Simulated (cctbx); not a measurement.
# Lattice, Laue class and space group of a new crystal

Cell: a = 5.5260 Å, b = 3.5330 Å, c = 17.6590 Å, α = 90.00°, β = 90.00°, γ = 90.00°. Expected content of the cell: Gd10 Zn2.

Simulated single-crystal data (cctbx): synchrotron X-rays, λ = 0.7749 Å, to d = 0.84 Å, 70 % of the full sphere, strongest reflection 5000 counts, noise from counting, a 4 % proportional error and a noise floor of 15 counts (s.d.); no absorption.

A first pass over the reflections prints:

```text
1731 reflections to d = 0.840 A
centring   violations  <I/sigma> of those
    A          0 of   858     -0.0
    B        216 of   868      3.2
    C        216 of   858      3.3
    I        204 of   871      3.1
    R        289 of  1160      3.3
    F        216 of  1292      2.2
Laue class    unique    Rint  (classes that these axes allow; Friedel mates merged)
A 1 2/m 1         354   0.057
A 1 1 2/m         316   0.056
A m m m           206   0.061
space group    extra absences  I>4sigma  <I/sigma>
A 21 2 2                5          0       2.5  acentric
A 2 2 2                 0          0         -  acentric
A 2 m m                 0          0         -  acentric
A 21 m a               15          0       1.8  acentric
A m m 2                 0          0         -  acentric
A m 2 m                 0          0         -  acentric
A m 2 a                15          0       1.8  acentric
A m m a                15          0       1.8  centric
A m m m                 0          0         -  centric
Wilson B = 1.38 A^2   <|E^2-1|> = 0.967 (0.968 centric, 0.736 acentric)   E^2>4: 5.2 %
shell (A)         n   <I/sigma>
 8.83 - 1.68     34     12.6
 1.68 - 1.33     25     16.5
 1.33 - 1.16     23     12.6
 1.16 - 1.06     28     13.5
 1.06 - 0.98     24     12.5
 0.98 - 0.92     23     12.1
 0.92 - 0.88     24     10.5
 0.88 - 0.84     25      8.5
```

Q: Read the symmetry from these tables.

The reflections that A centring forbids are absent (⟨I/σ⟩ near 0), so the lattice is A.

Rint stays low (0.056 to 0.061) up to A m m m, the highest class in these axes.

9 settings pass the absence test. The most absences obeyed, 15, belong to A 21 m a, A m 2 a and A m m a, which absences can't tell apart.

⟨|E²−1|⟩ = 0.967 leans to a centrosymmetric structure. Here that hint misleads: the statistic assumes many like atoms on general positions, and few, heavy or special-position atoms break it. The Wilson B of 1.38 Å² means U ≈ 0.0175 Å².

The true group is Amm2 (no. 38), Laue class mmm, non-centrosymmetric. It passes the tests but isn't the first choice, because the arrangement of the atoms makes further classes of reflections very weak or absent.

This is a model crystal, built by substitution and not relaxed, with assumed displacement parameters.

[Logs are printed without paths, hosts, clocks, repeated set-up lines and the standing remarks that a program may print on its own settings, such as how far it seeks lower states.]
